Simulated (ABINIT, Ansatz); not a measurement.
# NbInO4 (P2/c): one start, several treatments of the self-energy

Wanted: the gap of NbInO4 (P2/c) under several approximations, with cost.

Method: LDA and many-body steps on it, plane waves, in ABINIT 10.8.3.

**Experimental background.**

- Gap 4.7 eV: direct gap from Elliott-Toyozawa fit; diffuse reflectance; 300 K; powder (“Accurate Determination of the Band-Gap Energy of the Rare-Earth Niobate Series”, 2024, arxiv:2401.13477).

## Step 1: The starting structure

It takes space group P2/c (No. 13, monoclinic). Conventional cell: a = 4.835 Å, b = 5.771 Å, c = 5.144 Å, α = 90.00°, β = 91.13°, γ = 90.00°. Nearest to Nb lie 6 O at 1.88 to 2.15 Å. In has 6 O at 2.10 to 2.23 Å nearest. Nearest to O lie 1 Nb at 1.88 Å and 2 In at 2.15 to 2.23 Å. Nearest to O lie 2 Nb at 1.98 to 2.15 Å and 1 In at 2.10 Å. Farther neighbours and most contacts between anions are not listed.

The cell and positions come from the Crystallography Open Database and are kept as given unless a step says otherwise.

## Step 2: Empty states on the mesh, 2×2×2 mesh, 534 bands

This step: ABINIT 10.8.3; DFT, LDA, plane waves, norm-conserving pseudopotentials.

The sums over transitions need many empty states on a uniform mesh; this step solves for them.

File run.abi:

```
acell 3*1.0 Angstrom
rprim 
  4.835500000000 0.000000000000 -0.000000000000
  0.000000000000 5.770900000000 0.000000000000
  -0.101444525800 0.000000000000 5.142999611900
ntypat 3
znucl 41 49 8
natom 12
typat 1 1 2 2 3 3 3 3 3 3 3 3
xred 
  0.000000000000 0.177900000000 0.250000000000
  0.000000000000 0.822100000000 0.750000000000
  0.500000000000 0.682500000000 0.250000000000
  0.500000000000 0.317500000000 0.750000000000
  0.260000000000 0.618000000000 0.901000000000
  0.740000000000 0.618000000000 0.599000000000
  0.740000000000 0.382000000000 0.099000000000
  0.260000000000 0.382000000000 0.401000000000
  0.217000000000 0.898000000000 0.438000000000
  0.783000000000 0.898000000000 0.062000000000
  0.783000000000 0.102000000000 0.562000000000
  0.217000000000 0.102000000000 0.938000000000
pp_dirpath "pseudos"
pseudos "Nb.upf, In.upf, O.upf"
ecut 42
ngkpt 2 2 2
nshiftk 1
shiftk 0 0 0
kptopt 1
chksymbreak 0
iscf -2
irdden 1
istwfk *1
nband 534
nbdbuf 48
tolwfr 1e-09
nstep 60
prtvol 0
indata_prefix "in"
outdata_prefix "out"
tmpdata_prefix "tmp"
```

On the command line:

```sh
$ OMP_NUM_THREADS=2 mpirun -n 8 abinit run.abi > log
```

Numbers of over 12 decimals in the logs are rounded to 6 here.

What it wrote:

```text
.Version 10.8.3 of ABINIT. v10.8.2 released Aug 2026.

 Symmetries : space group P2/c (# 13); Bravais mP (primitive monocl.)
[... echo of the input left out ...]
== DATASET  1 ==================================================================
-   mpi_nproc: 8, omp_nthreads: 2 (-1 if OMP is not activated)

--- !DatasetInfo
iteration_state: {dtset: 1, }
dimensions: {natom: 12, nkpt: 8, mband: 534, nsppol: 1, nspinor: 1, nspden: 1, mpw: 12604, }
cutoff_energies: {ecut:  42.0, pawecutdg:  -1.0, }
[...]
4.44408    4.44913    4.45628    4.45825    4.45918    4.46639    4.47062    4.47974
   4.48816    4.49302    4.49607    4.49681    4.49976    4.51244    4.51613    4.52882
   4.54133    4.55092    4.56075    4.56605    4.57551    4.58118
 prteigrs : prtvol=0 or 1, do not print more k-points.

== END DATASET(S) ==============================================================
================================================================================

 -outvars: echo values of variables after computation  --------
            nband         534
             nkpt           8
          spgroup          13
 [... the other variables as echoed above ...]

 Calculation completed.
```

Run time: 6 min. Hardware: 8 MPI ranks of Arm Neoverse V2, shared host; peak memory 1.7 GiB; 78 min of CPU time.

This step gave:

* gap: 3.324 eV
* k of the valence top: 0.5, 0, 0
* k of the conduction bottom: 0, 0.5, 0
* least direct gap: 3.370 eV
* k points computed: 8
* lowest point of the top converged band, above the valence top: 110.6219 eV

On this mesh the gap is 3.324 eV.

The density comes from a self-consistent run that is not shown.

## Step 3: Screening, 2×2×2 mesh, 232 bands, screening to 141.5 eV

The RPA dielectric matrix is built and inverted for each q.

This step: RPA screening on LDA, plane waves, norm-conserving pseudopotentials.

Changes to run.abi since step 2:

```diff
@@ -30,10 +30,11 @@
 chksymbreak 0
-iscf -2
-irdden 1
 istwfk *1
-nband 534
-nbdbuf 48
-tolwfr 1e-09
-nstep 60
-prtvol 0
+occopt 1
+irdwfk 1
+optdriver 3
+nband 232
+ecuteps 5.2
+inclvkb 2
+awtr 1
+symchi 1
 indata_prefix "in"
```

On the command line:

```sh
$ OMP_NUM_THREADS=1 mpirun -n 16 abinit run.abi > log
```

What it wrote:

```text
.Version 10.8.3 of ABINIT. v10.8.2 released Aug 2026.

 Symmetries : space group P2/c (# 13); Bravais mP (primitive monocl.)
[... echo of the input left out ...]
== DATASET  1 ==================================================================
-   mpi_nproc: 16, omp_nthreads: 1 (-1 if OMP is not activated)

--- !DatasetInfo
iteration_state: {dtset: 1, }
dimensions: {natom: 12, nkpt: 8, mband: 232, nsppol: 1, nspinor: 1, nspden: 1, mpw: 12604, }
cutoff_energies: {ecut:  42.0, pawecutdg:  -1.0, }
electrons: {nelect:   1.16000000E+02, charge:   0.00000000E+00, occopt:   1.00000000E+00, tsmear:   1.00000000E-02, }

 SCREENING: Calculation of the susceptibility and dielectric matrices

 Based on a program developped by R.W. Godby, V. Olevano, G. Onida, and L. Reining.
 Incorporated in ABINIT by V. Olevano, G.-M. Rignanese, and M. Torrent.
.Using double precision arithmetic ; gwpc =  8

[... cell and pseudopotentials left out ...]
--------------------------------------------------------------------------------

 ==== K-mesh for the wavefunctions ====
 Number of points in the irreducible wedge :     8
[... list of points left out ...]
 Together with  4 symmetry operations and time-reversal symmetry
 yields     8 points in the full Brillouin Zone.

 ==== Q-mesh for the screening function ====
 Number of points in the irreducible wedge :     8
[... list of points left out ...]
 Together with  4 symmetry operations and time-reversal symmetry
 yields     8 points in the full Brillouin Zone.

 setmesh: FFT mesh size selected  =    36x   45x   40
          total number of points  =        64800

 vcoul_init : cutoff-mode = AUXILIARY_FUNCTION
 q-points for optical limit:   1
     1)      0.000010    0.000020    0.000030

- screening: taking advantage of time-reversal symmetry
- Maximum band index for partially occupied states nbvw = 58
- Remaining bands to be divided among processors   nbcw = 174
- Number of bands treated by each node ~10

 Number of electrons calculated from density =  116.0000; Expected =  116.0000
 average of density, n =  0.119773
 r_s =    1.2585
 omega_plasma =   33.3838 [eV]

 calculating chi0 at frequencies [eV] :
  1    0.000000E+00    0.000000E+00
  2    0.000000E+00    3.338379E+01

--------------------------------------------------------------------------------
  q-point number  1        q = ( 0.000000, 0.000000, 0.000000) [r.l.u.]
--------------------------------------------------------------------------------
[... chi0 elements left out ...]
 For q-point:  0.000010 0.000020 0.000030
  dielectric constant =   5.4042
  dielectric constant without local fields =   5.8554

  Average fulfillment of the sum rule on Im[epsilon] for q-point    1 :     54.05  [%]
[... wings left out ...]
  q-point number  2        q = ( 0.500000, 0.000000, 0.000000) [r.l.u.]
--------------------------------------------------------------------------------
[... chi0 elements left out ...]
  Average fulfillment of the sum rule on Im[epsilon] for q-point    2 :     58.87  [%]

 [... 6 further q-points ...]
```

The job ended after 2.9 min (16 MPI ranks; peak memory 14 GiB; 46 min of CPU time).

This step gave:

* ε∞ with local fields, on this mesh, along the program's q direction: 5.404
* the same without local fields: 5.855
* plasma frequency: 33.38 eV
* plane waves in the screening matrix: 539

Local fields lower ε∞ by 8 %. On a Γ-centred mesh this coarse the value itself is usually too large, while a short band sum pulls it down.

## Step 4: G0W0, Godby-Needs plasmon pole

The self-energy is evaluated for the states that the input lists, and the levels follow from it, in one-shot runs by the linearised quasiparticle equation.

This step: G0W0 on LDA, plane waves, norm-conserving pseudopotentials.

Changes to run.abi since step 3:

```diff
@@ -33,8 +33,19 @@
 irdwfk 1
-optdriver 3
+optdriver 4
 nband 232
+gwcalctyp 0
+ecutsigx 42
+symsigma 1
+nkptgw 3
+kptgw 
+  0.5000000000 0.0000000000 0.0000000000
+  0.0000000000 0.5000000000 0.0000000000
+  0.0000000000 0.0000000000 0.0000000000
+bdgw 
+  57 61
+  57 60
+  57 60
 ecuteps 5.2
-inclvkb 2
-awtr 1
-symchi 1
+irdscr 1
+ppmodel 1
 indata_prefix "in"
```

What it wrote:

```text
.Version 10.8.3 of ABINIT. v10.8.2 released Aug 2026.

 Symmetries : space group P2/c (# 13); Bravais mP (primitive monocl.)
[... echo of the input left out ...]
== DATASET  1 ==================================================================
-   mpi_nproc: 16, omp_nthreads: 1 (-1 if OMP is not activated)

--- !DatasetInfo
iteration_state: {dtset: 1, }
dimensions: {natom: 12, nkpt: 8, mband: 232, nsppol: 1, nspinor: 1, nspden: 1, mpw: 12604, }
cutoff_energies: {ecut:  42.0, pawecutdg:  -1.0, }
electrons: {nelect:   1.16000000E+02, charge:   0.00000000E+00, occopt:   1.00000000E+00, tsmear:   1.00000000E-02, }

 SIGMA: Calculation of the GW corrections

 Based on a program developped by R.W. Godby, V. Olevano, G. Onida, and L. Reining.
 Incorporated in ABINIT by V. Olevano, G.-M. Rignanese, and M. Torrent.
.Using double precision arithmetic ; gwpc =  8

[... cell and pseudopotentials left out ...]
--------------------------------------------------------------------------------

 ==== K-mesh for the wavefunctions ====
 Number of points in the irreducible wedge :     8
[... list of points left out ...]
 Together with  4 symmetry operations and time-reversal symmetry
 yields     8 points in the full Brillouin Zone.

 ==== Q-mesh for screening function ====
 Number of points in the irreducible wedge :     8
[... list of points left out ...]
 Together with  4 symmetry operations and time-reversal symmetry
 yields     8 points in the full Brillouin Zone.

 vcoul_init : cutoff-mode = AUXILIARY_FUNCTION
 q-points for optical limit:   1
     1)      0.000010    0.000020    0.000030
 setmesh: FFT mesh size selected  =    54x   64x   60
          total number of points  =       207360

 Number of electrons calculated from density =  116.0000; Expected =  116.0000
 average of density, n =  0.119773
 r_s =    1.2585
 omega_plasma =   33.3838 [eV]

 === KS Band Gaps ===
  >>>> For spin  1
   Minimum direct gap =   3.3699 [eV], located at k-point      :   0.0000  0.5000  0.0000
   Fundamental gap    =   3.3236 [eV], Top of valence bands at :   0.5000  0.0000  0.0000
                                       Bottom of conduction at :   0.0000  0.5000  0.0000
 SIGMA fundamental parameters:
 PLASMON POLE MODEL  1
 number of plane-waves for SigmaX                12583
 number of plane-waves for SigmaC and W            539
 number of plane-waves for wavefunctions         12583
 number of bands                                   232
 number of independent spin polarizations            1
 number of spinorial components                      1
 number of k-points in IBZ                           8
 number of q-points in IBZ                           8
 number of symmetry operations                       4
 number of k-points in BZ                            8
 number of q-points in BZ                            8
 number of frequencies for dSigma/dE                 9
 frequency step for dSigma/dE [eV]                0.25
 number of omega for Sigma on real axis              0
 max omega for Sigma on real axis  [eV]           0.00
 zcut for avoiding poles [eV]                     0.10

 EPSILON^-1 parameters (SCR file):
 dimension of the eps^-1 matrix on file            539
 dimension of the eps^-1 matrix used               539
 number of plane-waves for wavefunctions         12583
 number of bands                                   232
 number of q-points in IBZ                           8
 number of frequencies                               2
 number of real frequencies                          1
 number of imag frequencies                          1

 matrix elements of self-energy operator (all in [eV])

 Perturbative Calculation

--- !SelfEnergy_ee
iteration_state: {dtset: 1, }
kpoint     : [   0.500,    0.000,    0.000, ]
spin       : 1
KS_gap     :    3.918
QP_gap     :    5.682
Delta_QP_KS:    1.764
data: !SigmaeeData |
     Band     E0 <VxcDFT>   SigX SigC(E0)      Z dSigC/dE  Sig(E)    E-E0       E
       57   5.149 -19.492 -24.602   5.009   0.778  -0.285 -19.570  -0.079   5.070
       58   5.394 -19.746 -24.905   5.068   0.780  -0.282 -19.817  -0.071   5.323
       59   9.313 -17.626 -11.314  -4.234   0.814  -0.228 -15.934   1.693  11.005
       60   9.360 -17.686 -11.419  -4.010   0.815  -0.227 -15.846   1.840  11.200
       61   9.360 -17.274 -11.419  -4.010   0.815  -0.227 -15.770   1.505  10.865

--- !SelfEnergy_ee
iteration_state: {dtset: 1, }
kpoint     : [   0.000,    0.500,    0.000, ]
spin       : 1
KS_gap     :    3.370
QP_gap     :    5.020
Delta_QP_KS:    1.650
data: !SigmaeeData |
     Band     E0 <VxcDFT>   SigX SigC(E0)      Z dSigC/dE  Sig(E)    E-E0       E
       57   5.053 -19.382 -24.375   4.885   0.780  -0.282 -19.467  -0.085   4.968
[...]
--- !SelfEnergy_ee
iteration_state: {dtset: 1, }
kpoint     : [   0.000,    0.000,    0.000, ]
spin       : 1
KS_gap     :    3.624
QP_gap     :    5.296
Delta_QP_KS:    1.672
data: !SigmaeeData |
     Band     E0 <VxcDFT>   SigX SigC(E0)      Z dSigC/dE  Sig(E)    E-E0       E
[...]
58   5.278 -19.664 -24.772   5.020   0.780  -0.283 -19.733  -0.069   5.209
       59   8.902 -17.011 -11.396  -3.662   0.821  -0.218 -15.408   1.604  10.505
       60   9.339 -17.140 -11.734  -3.513   0.820  -0.219 -15.587   1.552  10.891

== END DATASET(S) ==============================================================
================================================================================

 -outvars: echo values of variables after computation  --------
           etotal      0.0000000000E+00
            nband         232
             nkpt           8
          spgroup          13
 [... the other variables as echoed above ...]

 Calculation completed.
```

It took 25 s on 16 MPI ranks; peak memory 6.2 GiB; 6.5 min of CPU time.

Numbers from this step:

| Property | Result |
| --- | --- |
| G0W0 gap on the points computed | 5.02 eV |
| starting gap on the mesh | 3.324 eV |
| k of the valence top | 0, 0.5, 0 |
| k of the conduction bottom | 0, 0.5, 0 |
| Z at the valence top | 0.784 |
| Z at the conduction bottom | 0.824 |
| least direct G0W0 gap on the computed points | 5.02 eV |

The gap on the mesh goes from 3.32 eV to 5.02 eV, a correction of +1.70 eV.

## Step 5: G0W0, Engel-Farid plasmon pole

Changes to run.abi since step 4:

```diff
@@ -49,3 +49,3 @@
 irdscr 1
-ppmodel 1
+ppmodel 4
 indata_prefix "in"
```

What it wrote:

```text
.Version 10.8.3 of ABINIT. v10.8.2 released Aug 2026.

 Symmetries : space group P2/c (# 13); Bravais mP (primitive monocl.)
[... echo of the input left out ...]
== DATASET  1 ==================================================================
-   mpi_nproc: 16, omp_nthreads: 1 (-1 if OMP is not activated)

--- !DatasetInfo
iteration_state: {dtset: 1, }
dimensions: {natom: 12, nkpt: 8, mband: 232, nsppol: 1, nspinor: 1, nspden: 1, mpw: 12604, }
cutoff_energies: {ecut:  42.0, pawecutdg:  -1.0, }
electrons: {nelect:   1.16000000E+02, charge:   0.00000000E+00, occopt:   1.00000000E+00, tsmear:   1.00000000E-02, }

 SIGMA: Calculation of the GW corrections

 Based on a program developped by R.W. Godby, V. Olevano, G. Onida, and L. Reining.
 Incorporated in ABINIT by V. Olevano, G.-M. Rignanese, and M. Torrent.
.Using double precision arithmetic ; gwpc =  8

[... cell and pseudopotentials left out ...]
--------------------------------------------------------------------------------

 ==== K-mesh for the wavefunctions ====
 Number of points in the irreducible wedge :     8
[... list of points left out ...]
 Together with  4 symmetry operations and time-reversal symmetry
 yields     8 points in the full Brillouin Zone.

 ==== Q-mesh for screening function ====
 Number of points in the irreducible wedge :     8
[... list of points left out ...]
 Together with  4 symmetry operations and time-reversal symmetry
 yields     8 points in the full Brillouin Zone.

 vcoul_init : cutoff-mode = AUXILIARY_FUNCTION
 q-points for optical limit:   1
     1)      0.000010    0.000020    0.000030
 setmesh: FFT mesh size selected  =    54x   64x   60
          total number of points  =       207360

 Number of electrons calculated from density =  116.0000; Expected =  116.0000
[...]
number of plane-waves for wavefunctions         12583
 number of bands                                   232
 number of q-points in IBZ                           8
 number of frequencies                               2
 number of real frequencies                          1
 number of imag frequencies                          1

 matrix elements of self-energy operator (all in [eV])

 Perturbative Calculation

--- !SelfEnergy_ee
iteration_state: {dtset: 1, }
kpoint     : [   0.500,    0.000,    0.000, ]
spin       : 1
KS_gap     :    3.918
QP_gap     :    5.742
Delta_QP_KS:    1.824
data: !SigmaeeData |
     Band     E0 <VxcDFT>   SigX SigC(E0)      Z dSigC/dE  Sig(E)    E-E0       E
       57   5.149 -19.492 -24.602   4.924   0.796  -0.256 -19.640  -0.148   5.001
       58   5.394 -19.746 -24.905   4.990   0.797  -0.255 -19.881  -0.135   5.259
       59   9.313 -17.626 -11.314  -4.271   0.827  -0.209 -15.937   1.689  11.002
[...]
--- !SelfEnergy_ee
iteration_state: {dtset: 1, }
kpoint     : [   0.000,    0.500,    0.000, ]
spin       : 1
KS_gap     :    3.370
QP_gap     :    5.040
Delta_QP_KS:    1.670
data: !SigmaeeData |
     Band     E0 <VxcDFT>   SigX SigC(E0)      Z dSigC/dE  Sig(E)    E-E0       E
[...]
--- !SelfEnergy_ee
iteration_state: {dtset: 1, }
kpoint     : [   0.000,    0.000,    0.000, ]
spin       : 1
KS_gap     :    3.624
QP_gap     :    5.330
Delta_QP_KS:    1.706
data: !SigmaeeData |
     Band     E0 <VxcDFT>   SigX SigC(E0)      Z dSigC/dE  Sig(E)    E-E0       E
[...]
59   8.902 -17.011 -11.396  -3.727   0.834  -0.199 -15.437   1.574  10.475
       60   9.339 -17.140 -11.734  -3.582   0.834  -0.199 -15.619   1.520  10.859

== END DATASET(S) ==============================================================
================================================================================

 -outvars: echo values of variables after computation  --------
           etotal      0.0000000000E+00
            nband         232
             nkpt           8
          spgroup          13
 [... the other variables as echoed above ...]

 Calculation completed.
```

The job ended after 21 s (16 MPI ranks; peak memory 5 GiB).

This step gave:

| Item | Value |
| --- | --- |
| G0W0 gap on the points computed | 5.040 eV |
| starting gap on the mesh | 3.324 eV |
| k of the valence top | 0, 0.5, 0 |
| k of the conduction bottom | 0, 0.5, 0 |
| Z at the valence top | 0.8 |
| Z at the conduction bottom | 0.836 |
| least direct G0W0 gap on the computed points | 5.040 eV |

Against G0W0 in ABINIT (2×2×2 mesh, 232 bands, screening to 141.5 eV, Godby-Needs plasmon pole), the gap moves by +0.020 eV.

## Step 6: G0W0, Hybertsen-Louie plasmon pole

Changes to run.abi since step 5:

```diff
@@ -49,3 +49,3 @@
 irdscr 1
-ppmodel 4
+ppmodel 2
 indata_prefix "in"
```

What it wrote:

```text
.Version 10.8.3 of ABINIT. v10.8.2 released Aug 2026.

 Symmetries : space group P2/c (# 13); Bravais mP (primitive monocl.)
[... echo of the input left out ...]
== DATASET  1 ==================================================================
-   mpi_nproc: 16, omp_nthreads: 1 (-1 if OMP is not activated)

--- !DatasetInfo
iteration_state: {dtset: 1, }
dimensions: {natom: 12, nkpt: 8, mband: 232, nsppol: 1, nspinor: 1, nspden: 1, mpw: 12604, }
cutoff_energies: {ecut:  42.0, pawecutdg:  -1.0, }
[...]
Band     E0 <VxcDFT>   SigX SigC(E0)      Z dSigC/dE  Sig(E)    E-E0       E
[...]
59   8.902 -17.011 -11.396  -3.765   0.875  -0.143 -15.392   1.619  10.520
       60   9.339 -17.140 -11.734  -3.738   0.873  -0.146 -15.685   1.455  10.794

== END DATASET(S) ==============================================================
================================================================================

 -outvars: echo values of variables after computation  --------
           etotal      0.0000000000E+00
            nband         232
             nkpt           8
          spgroup          13
 [... the other variables as echoed above ...]

 Calculation completed.
```

Run time: 24 s. Hardware: 16 MPI ranks; peak memory 5.9 GiB; 6.3 min of CPU time.

This step gave:

```
G0W0 gap on the points computed              : 5.494 eV
starting gap on the mesh                     : 3.324 eV
k of the valence top                         : 0, 0.5, 0
k of the conduction bottom                   : 0, 0.5, 0
least direct G0W0 gap on the computed points : 5.494 eV
```

Against G0W0 in ABINIT (2×2×2 mesh, 232 bands, screening to 141.5 eV, Godby-Needs plasmon pole), the gap moves by +0.474 eV.

(Part 1 of 2 ends here.)

[Paths, hosts, dates, memory and timing lines, banners, echoed tables and standing remarks are left out of the program output.]

[Logs are printed without paths, hosts, clocks, repeated set-up lines and the standing remarks that a program may print on its own settings, such as how far it seeks lower states.]

[Runs of the session that timed out or met a known fault of the program may be left out.]

[Hosts, paths, dates, database ids (printed as entryN), source tags and the programs' standing remarks are cut or masked in the printed files.]

[G0W0 gaps are taken among the corrected bands and points alone; a level outside them can change the order at an edge.]

[Where Ansatz stands beside ABINIT at settings called matched, ABINIT's density can come from a denser mesh and the files from another edition; pairs whose starting gaps differed by over 0.03 eV were left out, so agreement reads better than it is.]
